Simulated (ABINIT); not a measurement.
**MgO (Fm-3m): G0W0 with ABINIT, start to end**

Wanted: ground state, empty states, screening and self-energy for MgO (Fm-3m).

Calculated with ABINIT 10.8.3; PBE and many-body steps on it, plane waves.

**What was measured.**

- Gap 7.83 eV: direct gap at Gamma, low temperature; bulk crystal (literature value) (quoted in “The Band-Gap Studies of Short-Period CdO/MgO Superlattices”, 2021, pmc:8035356).

- Gap 7.83 eV: literature experimental gap; bulk crystal (quoted in “Electronic structure of alkaline earth and post-transition metal oxides”, 2009, arxiv:0908.1581).

## Step 1: Starting point

The structure is cubic, space group Fm-3m (No. 225). The conventional cell has a = 4.194 Å, b = 4.194 Å, c = 4.194 Å, α = 90.00°, β = 90.00°, γ = 90.00°. Nearest to Mg lie 6 O at 2.10 Å. Nearest to O lie 6 Mg at 2.10 Å. Farther neighbours, and contacts between anions beyond the nearest, are not listed.

The cell and positions are those that the Materials Project relaxed with its own functionals (PBE, PBE+U or r2SCAN), kept fixed.

## Step 2: Ground state

This step: ABINIT 10.8.3; DFT, PBE, plane waves, norm-conserving pseudopotentials.

The ground-state density comes first.

run.abi

```
acell 3*1.0 Angstrom
rprim 
  -0.000000000000 2.097001392700 2.097001392700
  2.097001392700 -0.000000000000 2.097001392700
  2.097001392700 2.097001392700 -0.000000000000
ntypat 2
znucl 12 8
natom 2
typat 1 2
xred 
  0.000000000000 0.000000000000 0.000000000000
  0.500000000000 0.500000000000 0.500000000000
pp_dirpath "pseudos"
pseudos "Mg.upf, O.upf"
ecut 38
ngkpt 8 8 8
nshiftk 1
shiftk 0 0 0
kptopt 1
chksymbreak 0
nband 13
occopt 1
tolvrs 1e-10
nstep 60
prtwf 0
optforces 0
optstress 0
indata_prefix "in"
outdata_prefix "out"
tmpdata_prefix "tmp"
```

The run is started by

```console
> OMP_NUM_THREADS=1 mpirun -n 4 abinit run.abi > log
```

The program printed:

```text
.Version 10.8.3 of ABINIT. v10.8.2 released Aug 2026.

 Symmetries : space group Fm -3 m (#225); Bravais cF (face-center cubic)
================================================================================
 Values of the parameters that define the memory need of the present run
     intxc =       0    ionmov =       0      iscf =       7    lmnmax =       5
     lnmax =       5     mgfft =      32  mpssoang =       3    mqgrid =    3001
     natom =       2  nloc_mem =       1    nspden =       1   nspinor =       1
    nsppol =       1      nsym =      48    n1xccc =    2501    ntypat =       2
    occopt =       1   xclevel =       2
-    mband =          13        mffmem =           1         mkmem =           8
       mpw =        1410          nfft =       32768          nkpt =          29
================================================================================
  Rough estimation (10% accuracy) of disk space for files :
================================================================================

--------------------------------------------------------------------------------
------------- Echo of variables that govern the present computation ------------
--------------------------------------------------------------------------------
 -outvars: echo values of preprocessed input variables --------
            acell      1.8897261259E+00  1.8897261259E+00  1.8897261259E+00 Bohr

      chksymbreak           0
             ecut      3.80000000E+01 Hartree
-          fftalg         312

              ixc     -101130
              kpt      0.00000000E+00  0.00000000E+00  0.00000000E+00
                       1.25000000E-01  0.00000000E+00  0.00000000E+00
                       2.50000000E-01  0.00000000E+00  0.00000000E+00
                       3.75000000E-01  0.00000000E+00  0.00000000E+00
                       5.00000000E-01  0.00000000E+00  0.00000000E+00
                       1.25000000E-01  1.25000000E-01  0.00000000E+00
                       2.50000000E-01  1.25000000E-01  0.00000000E+00
                       3.75000000E-01  1.25000000E-01  0.00000000E+00
                       5.00000000E-01  1.25000000E-01  0.00000000E+00
   [... 18 further rows ...]
                      -3.75000000E-01  5.00000000E-01  1.25000000E-01
                      -2.50000000E-01  5.00000000E-01  2.50000000E-01
         kptrlatt        8    0    0      0    8    0      0    0    8
          kptrlen      4.48334925E+01
P           mkmem           8
            natom           2
            nband          13
            ngfft          32      32      32
             nkpt          29
            nstep          60
             nsym          48
           ntypat           2
              occ      2.000000  2.000000  2.000000  2.000000  2.000000  2.000000
                       2.000000  2.000000  0.000000  0.000000  0.000000  0.000000
                       0.000000
        optforces           0
        optstress           0
            prtwf           0
            rprim     -0.0000000000E+00  2.0970013927E+00  2.0970013927E+00
[...]
spgroup         225

           tolvrs      1.00000000E-10

             xred      0.0000000000E+00  0.0000000000E+00  0.0000000000E+00
[...]
znucl       12.00000    8.00000

================================================================================

 chkinp: Checking input parameters for consistency.

================================================================================
== DATASET  1 ==================================================================
-   mpi_nproc: 4, omp_nthreads: 1 (-1 if OMP is not activated)

--- !DatasetInfo
iteration_state: {dtset: 1, }
dimensions: {natom: 2, nkpt: 29, mband: 13, nsppol: 1, nspinor: 1, nspden: 1, mpw: 1410, }
cutoff_energies: {ecut:  38.0, pawecutdg:  -1.0, }
electrons: {nelect:   1.60000000E+01, charge:   0.00000000E+00, occopt:   1.00000000E+00, tsmear:   1.00000000E-02, }

 Real(R)+Recip(G) space primitive vectors, cartesian coordinates (Bohr,Bohr^-1):
 R(1)=  0.0000000  3.9627583  3.9627583  G(1)= -0.1261747  0.1261747  0.1261747
 R(2)=  3.9627583  0.0000000  3.9627583  G(2)=  0.1261747 -0.1261747  0.1261747
 R(3)=  3.9627583  3.9627583  0.0000000  G(3)=  0.1261747  0.1261747 -0.1261747
 Unit cell volume ucvol=  1.2445798E+02 bohr^3
 Angles (23,13,12)=  6.00000000E+01  6.00000000E+01  6.00000000E+01 degrees

 getcut: wavevector=  0.0000  0.0000  0.0000  ngfft=  32  32  32
         ecut(hartree)=     38.000   => boxcut(ratio)=   2.05769

--- Pseudopotential description ------------------------------------------------
- Mg Generated using ONCVPSP code by D. R. Hamann
- 12.00000  10.00000  171031                  znucl, zion, pspdat
12 -101130 1 -1 1510                          pspcod,pspxc,lmax,lloc,mmax
     nproj     2     2     0
  pspatm : epsatm=    9.22893308
         --- l  ekb(1:nproj) -->
[...]
pspatm: atomic psp has been read  and splines computed

- O Generated using ONCVPSP code by D. R. Hamann
-  8.00000   6.00000  171031                  znucl, zion, pspdat
12 -101130 2 -1 936                           pspcod,pspxc,lmax,lloc,mmax
     nproj     2     2     1
  pspatm : epsatm=    6.19545534
         --- l  ekb(1:nproj) -->
[...]
1   -4.717130   -1.149271
             2   -1.331955
 pspatm: atomic psp has been read  and splines computed

   2.46790215E+02                                ecore*ucvol(ha*bohr**3)
--------------------------------------------------------------------------------

_setup2: Arith. and geom. avg. npw (full set) are    1393.920    1393.901

================================================================================

--- !BeginCycle
iteration_state: {dtset: 1, }
solver: {iscf: 7, nstep: 60, nline: 4, wfoptalg: 0, }
tolerances: {tolvrs: 1.00E-10, }

     iter   Etot(hartree)      deltaE(h)  residm     vres2
 ETOT  1  -75.935065    -7.594E+01 9.238E-02 3.759E+02
 ETOT  2  -75.948061    -1.300E-02 1.782E-03 3.414E+02
 ETOT  3  -76.049589    -1.015E-01 3.706E-03 3.355E+00
 ETOT  4  -76.050444    -8.548E-04 6.433E-04 6.727E-03
 ETOT  5  -76.050444    -4.996E-07 3.028E-04 2.929E-04
 ETOT  6  -76.050444    -8.324E-08 1.825E-04 1.734E-05
 ETOT  7  -76.050444    -3.254E-09 9.311E-05 2.500E-07
 ETOT  8  -76.050444    -1.779E-11 6.468E-05 1.722E-08
 ETOT  9  -76.050444    -5.500E-12 3.138E-05 4.688E-11

 At SCF step    9       vres2   =  4.69E-11 < tolvrs=  1.00E-10 =>converged.

--- !ResultsGS
iteration_state: {dtset: 1, }
comment   : Summary of ground state results
lattice_vectors:
- [ -0.0000000,   3.9627583,   3.9627583, ]
- [  3.9627583,  -0.0000000,   3.9627583, ]
- [  3.9627583,   3.9627583,  -0.0000000, ]
lattice_lengths: [   5.60419,    5.60419,    5.60419, ]
lattice_angles: [ 60.000,  60.000,  60.000, ] # degrees, (23, 13, 12)
lattice_volume:   1.2445798E+02
convergence: {deltae: -5.500E-12, res2:  4.688E-11, residm:  3.138E-05, diffor:  0.000E+00, }
etotal    :  -7.60504444E+01
entropy   :   0.00000000E+00
fermie    :   1.77897150E-01
cartesian_stress_tensor: null
pressure_GPa: null
xred      :
- [  0.0000E+00,   0.0000E+00,   0.0000E+00, Mg]
- [  5.0000E-01,   5.0000E-01,   5.0000E-01,  O]
cartesian_forces: null
force_length_stats: {min: null, max: null, mean: null, }

 Integrated electronic density in atomic spheres:
 ------------------------------------------------
 Atom  Sphere_radius  Integrated_density
    1        2.00000          8.40527242
    2        2.00000          6.31969377
================================================================================

 ----iterations are completed or convergence reached----

 Mean square residual over all n,k,spin=   88.198E-09; max=  31.375E-06
 reduced coordinates (array xred) for    2 atoms
       0.000000      0.000000      0.000000
       0.500000      0.500000      0.500000
 rms dE/dt=  0.0000E+00; max dE/dt=  0.0000E+00; dE/dt below (all hartree)
    1       0.000000      0.000000      0.000000
    2       0.000000      0.000000      0.000000

 cartesian coordinates (angstrom) at end:
    1      0.000000     0.000000     0.000000
    2      2.097001     2.097001     2.097001
 length scales=  1.889726  1.889726  1.889726 bohr
              =  1.000000  1.000000  1.000000 angstroms
 prteigrs : about to open file out_EIG
 Fermi (or HOMO) energy (hartree) =   0.17790   Average Vxc (hartree)=  -0.42142
 Eigenvalues (hartree) for nkpt=  29  k points:
 kpt#   1, nband= 13, wtk=  0.00195, kpt=  0.0000  0.0000  0.0000 (reduced coord)
  -2.47971   -1.25783   -1.25783   -1.25783   -0.45613    0.17790    0.17790    0.17790
   0.35778    0.76721    0.76721    0.76721    0.90692
 prteigrs : prtvol=0 or 1, do not print more k-points.

--- !EnergyTerms
iteration_state     : {dtset: 1, }
comment             : Components of total free energy in Hartree
kinetic             :  4.534747E+01
hartree             :  2.065414E+01
xc                  : -1.225478E+01
Ewald energy        : -4.758738E+01
psp_core            :  1.982920E+00
local_psp           : -6.347685E+01
non_local_psp       : -2.071596E+01
total_energy        : -7.605044E+01
total_energy_eV     : -2.069438E+03
band_energy         : -1.270127E+01

== END DATASET(S) ==============================================================
================================================================================

 -outvars: echo values of variables after computation  --------
           etotal     -7.6050444435E+01
            nband          13
             nkpt          29
          spgroup         225
 [... the other variables as echoed above ...]

 Calculation completed.
```

Run time: 4 s. Hardware: 4 MPI ranks of Arm Neoverse V2, shared host; peak memory 0.26 GiB.

Numbers from this step:

* total energy: -2069.4380 eV
* gap: 4.895 eV
* k of the valence top: 0, 0, 0
* k of the conduction bottom: 0, 0, 0
* least direct gap: 4.895 eV

The gap is direct, at Γ.

(Continued in part 2 of 3.)

[Long decimals in the printed logs are rounded to 6 places.]

[Logs are printed without paths, hosts, clocks, repeated set-up lines and the standing remarks that a program may print on its own settings, such as how far it seeks lower states.]

[Paths, hosts, dates, memory and timing lines, banners, echoed tables and standing remarks are left out of the program output; an Ansatz launch command may be rebuilt from the run's recorded settings. Measured values are a selection of at most five: reports struck by readers or far from the other reports are left out. None is set beside runs whose start may be inverted or whose files or cutoffs have a known fault.]

[Runs of the session that timed out or met a known fault of the program may be left out.]

[Hosts, paths, dates, database ids (printed as entryN), source tags and the programs' standing remarks are cut or masked in the printed files.]

[G0W0 gaps are taken among the corrected bands and points alone; a level outside them can change the order at an edge.]

[Where Ansatz stands beside ABINIT at settings called matched, ABINIT's density can come from a denser mesh and the files from another edition; pairs whose starting gaps differed by over 0.03 eV were left out, so agreement reads better than it is.]
